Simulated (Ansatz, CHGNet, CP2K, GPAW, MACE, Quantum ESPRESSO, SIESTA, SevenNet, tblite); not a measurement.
# Which run comes nearest? C(111) slab, H on the bottom face (99 atoms)

The cell holds 99 atoms: 90 C and 9 H. Its edges and angles: a = 7.567 Å, b = 7.567 Å, c = 21.842 Å, α = 90.0°, β = 90.0°, γ = 120.0°. It derives from C (diamond-structure). Diamond-structure C (a = 3.567 Å), (111) slab of 10 atomic planes, 3 x 3 surface cells, H on the broken bonds of the bottom face, 12 Å of vacuum; displaced by a Gaussian of 0.02 Å. Then every atom was moved at random, 0.03 Å r.m.s. a Cartesian component (hydrogen 0.6 of that). Regions: slab, 90 atoms (90 C); hydrogen, 9 atoms (9 H). Vacuum lies along c.

Geometry: as built.

The reference, a calculation:

* method: Kohn-Sham DFT, PBE, PAW, plane waves (Ansatz 0.2.0); cutoff 420 eV, Γ point, fermi-dirac smearing of 0.05 eV; PAW set soft_2
* r.m.s. force component: 1.862 eV/Å
* longest force: 6.641 eV/Å
* SCF cycles: 25
* time: 14 s on 4 threads of Intel Xeon 6975P-C (Granite Rapids), shared host
* CPU time: 47 s

Q: Estimate the differences from the reference, the CPU time and the memory of each run.
- CHGNet r2SCAN potential (CHGNet r2SCAN; 1 thread)
- GPAW PBE, LCAO dzp, h 0.2 Å (GPAW 26.7.0; 2 MPI ranks)
- SIESTA PBE, TZP, shift 0.01 Ry, mesh 300 Ry (SIESTA 5.4.2; 4 MPI ranks)
- CP2K PBE, DZVP-UZH, 450/50 Ry, diagonalisation (CP2K 2026.2; 4 MPI ranks)
- QE PBE, sssp-1.3.0-efficiency, 30/240 Ry (Quantum ESPRESSO 7.5; 2 MPI ranks)
- tblite GFN2-xTB (tblite 0.8.0; 1 thread)
- QE PBE, sssp-1.3.0-efficiency, 45/360 Ry (Quantum ESPRESSO 7.5; 4 MPI ranks)
- tblite GFN1-xTB (tblite 0.8.0; 1 thread)
- SIESTA PBE, DZP, shift 0.01 Ry, mesh 100 Ry (SIESTA 5.4.2; 2 MPI ranks)
- MACE MPA-0 medium potential (MACE MPA-0 medium; 1 thread)

Differences are against the plane-wave reference, forces as r.m.s. over components; share is that over the reference's r.m.s. force, slope the least-squares factor from reference forces to these. Total energies of different programs have different zeros and aren't compared.

| run | Δ force, r.m.s. (meV/Å) | share (%) | slope | cores | CPU time | memory (GiB) |
| --- | --- | --- | --- | --- | --- | --- |
| reference | - | - | - | 4 | 47 s | 1.3 |
| CHGNet r2SCAN potential | 558 | 29.9 | 0.775 | 1 | 12 s | 5.5 |
| GPAW PBE, LCAO dzp, h 0.2 Å | 143 | 7.68 | 1.032 | 2 | 6.2 min | 1.1 |
| SIESTA PBE, TZP, shift 0.01 Ry, mesh 300 Ry | 142 | 7.62 | 1.032 | 4 | 15 min | 1.9 |
| CP2K PBE, DZVP-UZH, 450/50 Ry, diagonalisation | 57.8 | 3.10 | 1.016 | 4 | 35 min | 3.4 |
| QE PBE, sssp-1.3.0-efficiency, 30/240 Ry (coarse) | 54.0 | 2.90 | 0.985 | 2 | 6.9 min | 1.5 |
| tblite GFN2-xTB | 360 | 19.3 | 0.950 | 1 | 11 s | 0.12 |
| QE PBE, sssp-1.3.0-efficiency, 45/360 Ry | 5.54 | 0.297 | 1.001 | 4 | 14 min | 2.7 |
| tblite GFN1-xTB | 384 | 20.6 | 0.958 | 1 | 4.5 s | 0.12 |
| SIESTA PBE, DZP, shift 0.01 Ry, mesh 100 Ry (coarse) | 172 | 9.21 | 1.046 | 2 | 2.7 min | 0.69 |
| MACE MPA-0 medium potential | 333 | 17.9 | 0.869 | 1 | 11 s | 1.6 |

Rows marked coarse were listed beforehand as settings not expected to be converged; some can still land near the reference.

Times of the machine-learned potentials are mostly Python's start and the loading of weights.

CPU time is summed over cores on a shared host, where runs went side by side, so it is rough. Symmetry, cutoffs, thresholds, outputs and thread counts weren't matched or tuned between programs; memory under MPI is the largest rank's times the ranks.

PBE on plane waves or a grid with other potentials, cutoffs or grids, coarse settings apart, differs from the reference by 0.30 % (QE PBE, sssp-1.3.0-efficiency, 45/360 Ry) of the r.m.s. force; this holds the reference's own error, so differences of a few per cent don't tell which side is nearer the exact PBE result (QE's 45 Ry are 612 eV, against the reference's 420 eV). The PBE runs in local orbitals, coarse settings apart, differ by 3.1 % (CP2K PBE, DZVP-UZH, 450/50 Ry, diagonalisation) to 7.7 % (GPAW PBE, LCAO dzp, h 0.2 Å); basis, grid and potentials can all enter. Tight binding differs by 19 % (tblite GFN2-xTB) to 21 % (tblite GFN1-xTB); it is another model, with fitted parameters of its own, and the xTB methods hold dispersion. Machine-learned potentials differ by 18 % (MACE MPA-0 medium potential) to 30 % (CHGNet r2SCAN potential); they were trained on other programs' data, some at another functional. Periodic xTB results under one method name differ between programs and library versions. The electron count is odd in these runs, and they have no spin polarisation, so the unpaired electron is spread evenly over both spins. Machine-learned potentials mimic data converged in k, so the reference's own k-point error enters their differences. The runs have no spin polarisation, so any moments at edges, vacancies or dangling bonds can't form. The electron count is odd and the run has no spin polarisation, so levels at the top are partly filled by construction. The electronic-structure runs sample only Γ, in a cell whose shortest periodic width is 7 Å, which is coarse for a cell with partly filled levels.

[Hosts, paths, dates, database ids (printed as entryN), source tags and the programs' standing remarks are cut or masked in the printed files.]
